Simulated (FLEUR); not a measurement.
# Magnetic state of MnS from several starts, part 3 of 3

Wanted: the moments of MnS and the energy of each order that was tried.

FLEUR MaX-R8.1; PBEsol; all-electron FLAPW, Dirac cores, scalar-relativistic bands.

So far, largest spin moment in the muffin-tin sphere (μB): step 2 (start 1: ferro +) 4.42; step 3 (start 2: antiferro q=(0,1/2,1/2) +-) 4.40; step 4 (run 3 (antiferro q=(0,0,1/2) +-)) 4.32.

The database entry behind the starting cell differs from later determinations by our own check (an axis about 0.2 % short against later determinations), so it need not match the best structure at ambient conditions.

### Step 5. Order 4, typed as no spin polarisation

A spinless run gives the zero against which the gain from the moments is read.

The k list default-1 (kpts.xml, not shown) is a Γ-centred 8×8×8 mesh.

inp.xml reads:

```
<?xml version="1.0" encoding="UTF-8" standalone="no"?>
<fleurInput fleurInputVersion="0.39">
   <comment>
      MnS
   </comment>
   <calculationSetup>
      <cutoffs Kmax="3.97" Gmax="11.9" GmaxXC="11.9" numbands="0"/>
      <scfLoop itmax="130" minDistance="0.00002" maxIterBroyd="15" imix="Anderson" alpha="0.05" precondParam="0.0" spinf="2.0" sdNocoIR="T"/>
      <coreElectrons ctail="T" frcor="F" kcrel="0" coretail_lmax="0"/>
      <xcFunctional name="PBEs" relativisticCorrections="F"/>
      <magnetism jspins="1"/>
      <soc l_soc="F" theta="0.0" phi="0.0" spav="F"/>
      <expertModes spex="0" secvar="F"/>
      <geometryOptimization l_f="F" forcealpha="1.0" forcemix="BFGS" epsdisp="0.00001" epsforce="0.00001"/>
      <ldaU l_linMix="F" mixParam="0.05" spinf="1.0"/>
   </calculationSetup>
   <cell>
      <bzIntegration valenceElectrons="21.0" mode="hist" fermiSmearingEnergy="0.00183747">
         <kPointListSelection listName="default-1"/>
         <xi:include xmlns:xi="http://www.w3.org/2001/XInclude" href="kpts.xml"> </xi:include>
      </bzIntegration>
      <xi:include xmlns:xi="http://www.w3.org/2001/XInclude" href="sym.xml"> </xi:include>
      <bulkLattice scale="1.0">
         <bravaisMatrix>
            <row-1>    0.0000000000000000     4.9217916915206992     4.9217916915206992</row-1>
            <row-2>    4.9217916915206992     0.0000000000000000     4.9217916915206992</row-2>
            <row-3>    4.9217916915206992     4.9217916915206992     0.0000000000000000</row-3>
         </bravaisMatrix>
      </bulkLattice>
   </cell>
   <atomSpecies>
      <species name="Manganese (Mn)" element="Mn" atomicNumber="25">
         <mtSphere radius="2.8" gridPoints="925" logIncrement="0.013"/>
         <atomicCutoffs lmax="10" lnonsphr="8"/>
         <electronConfig flipSpins="F">
            <coreConfig>(1s1/2) (2s1/2) (2p1/2) (2p3/2)</coreConfig>
            <valenceConfig>(3s1/2) (3p1/2) (3p3/2) (4s1/2) (3d3/2) (3d5/2)</valenceConfig>
            <stateOccupation state="(3d3/2)" spinUp="1.000000" spinDown="1.000000"/>
            <stateOccupation state="(3d5/2)" spinUp="1.500000" spinDown="1.500000"/>
         </electronConfig>
         <energyParameters s="4" p="4" d="3" f="4"/>
         <lo type="SCLO" l="0" n="3" eDeriv="0"/>
         <lo type="SCLO" l="1" n="3" eDeriv="0"/>
      </species>
      <species name="Sulfur (S)" element="S" atomicNumber="16">
         <mtSphere radius="1.89" gridPoints="625" logIncrement="0.018"/>
         <atomicCutoffs lmax="8" lnonsphr="6"/>
         <electronConfig flipSpins="F">
            <coreConfig>(1s1/2) (2s1/2) (2p1/2) (2p3/2)</coreConfig>
            <valenceConfig>(3s1/2) (3p1/2) (3p3/2)</valenceConfig>
            <stateOccupation state="(3p1/2)" spinUp="0.666667" spinDown="0.666667"/>
            <stateOccupation state="(3p3/2)" spinUp="1.333333" spinDown="1.333333"/>
         </electronConfig>
         <energyParameters s="3" p="3" d="3" f="4"/>
      </species>
   </atomSpecies>
   <atomGroups>
      <atomGroup species="Manganese (Mn)">
         <relPos label="                   1">.0000000000 .0000000000 .0000000000</relPos>
         <force calculate="T" relaxXYZ="TTT"/>
      </atomGroup>
      <atomGroup species="Sulfur (S)">
         <relPos label="                   2">1.000/2.000 1.000/2.000 1.000/2.000</relPos>
         <force calculate="T" relaxXYZ="TTT"/>
      </atomGroup>
   </atomGroups>
   <output dos="F" band="F" slice="F">
      <bandDOS minEnergy="-.5*Htr" maxEnergy="0.5*Htr" sigma="0.015" storeEVData="T"/>
      <plotting iplot="0" polar="F">
         <plot TwoD="T" vec1="  1.0  0.0  0.0" vec2="  0.0  1.0  0.0" vec3="  0.0  0.0  1.0" zero="  0.0  0.0  0.0" file="plot"/>
      </plotting>
      <moessbauerParams electricFieldGradient="F" isomerShift="F" coreHyperfine="F" valenceHyperfine="F"/>
   </output>
</fleurInput>
```

crystal.txt reads:

```
MnS
&input film=F cartesian=F /
0.00000000000  2.60450000000  2.60450000000
2.60450000000  0.00000000000  2.60450000000
2.60450000000  2.60450000000  0.00000000000
1.8897261246
1.0 1.0 1.0

2
25 0.00000000000  0.00000000000  0.00000000000
16 0.50000000000  0.50000000000  0.50000000000

&kpt div1=8 div2=8 div3=8 gamma=T /
```

The run is started by

```
$ OMP_NUM_THREADS=1 inpgen -f crystal.txt > inpgen.log  # inp.xml is then edited as shown
$ OMP_NUM_THREADS=1 mpirun -n 4 fleur_MPI > fleur.log
```

Log:

```text
[banner, memory and clock lines left out]
Welcome to FLEUR        (www.flapw.de)
      MaX-Release 8.1          (www.max-centre.eu)

 ========== k-point set info ==========
 Selected k-point list: default-1
 k-point list type: mesh
 0 x 0 x 0
 Number of k points: 32

 [... set-up left out ...]
 Iteration:     1   Distance:      15.57166781 me/bohr^3
 Iteration:     2   Distance:      13.65374214 me/bohr^3
 Iteration:     3   Distance:      10.21752250 me/bohr^3
 Iteration:     4   Distance:       3.95431390 me/bohr^3
 Iteration:     5   Distance:       0.72600714 me/bohr^3
[...]
<FermiEnergy value="0.2419625267" units="Htr"/>
         [... left out ...]
         <totalEnergy value="    -1556.0662210976" units="Htr">
            <sumOfEigenvalues value="     -895.8527150461">
               <coreElectrons value="-882.6971140570"/>
               <valenceElectrons value="-13.1556009891"/>
            </sumOfEigenvalues>
         [... left out ...]
            <freeEnergy value="-1556.0691193987"/>
            <extrapolationTo0K value="-1556.0676702482"/>
         </totalEnergy>
         <densityConvergence units="me/bohr^3">
            <chargeDensity spin="1" distance="0.0000027789"/>
         </densityConvergence>
      </iteration>
```

Wall time 6.8 s (4 MPI ranks of Arm Neoverse V2, shared host); peak memory 0.23 GiB.

Read from the output:

```
free energy                                                       : -42342.7978 eV
program's band gap on this mesh (in a metal only a level spacing) : 0 eV
final state                                                       : non-magnetic (no spin polarisation)
```

It lies 2102 meV a seeded atom over the first start.

### Step 6. Ranking

Free energies are divided by the number of seeded atoms, so that cells of unlike size compare. Wavevectors q in the names are fractions of the primitive cell's reciprocal vectors.

Orders:

| start | final state | typed order kept | energy over the lowest (meV a seeded atom) | largest sphere moment (μB) | net moment (μB a primitive cell) | mesh matched | CPU time (s) |
| --- | --- | --- | --- | --- | --- | --- | --- |
| ferro + | ferromagnetic | yes | 112.4 | 4.421 | 4.673 | yes | 42.81 |
| antiferro q=(0,1/2,1/2) +- | antiferromagnetic | yes | 91.27 | 4.4 | 0 | yes | 320.7 |
| antiferro q=(0,0,1/2) +- | antiferromagnetic | yes | 0 | 4.316 | 0 | yes | 319.3 |
| no spin polarisation | non-magnetic | - | 2214 | 0 | 0 | yes | 27.1 |

### Step 7. Summary of results

```
lowest state found                 : antiferromagnetic (typed antiferro q=(0,0,1/2) +-)
largest site spin moment           : 4.32 μB
next finished state                : antiferromagnetic, 91.3 meV a seeded atom higher
energy gained by spin polarisation : 2214 meV a seeded atom
```

What this shows: The lowest state found is antiferromagnetic, reached from the start antiferro q=(0,0,1/2) +-, with moments up to 4.32 μB. The next finished state costs 91 meV a seeded atom. Forming the largest moments gains far more than ordering them, so they should outlast the ordering temperature. This is the lowest of 4 finished starts, no proof of the ground state.

[Logs and program files are shortened in this print: banners, set-up blocks, solver, clock and traceback lines can be left out without a mark of their own.]

[Logs are printed without paths, hosts, clocks, repeated set-up lines and the standing remarks that a program may print on its own settings, such as how far it seeks lower states.]

[Hosts, paths, dates, database ids (printed as entryN), source tags and the programs' standing remarks are cut or masked in the printed files.]

[Where a cell is said to come from a database of computed structures, the database is the Materials Project.]
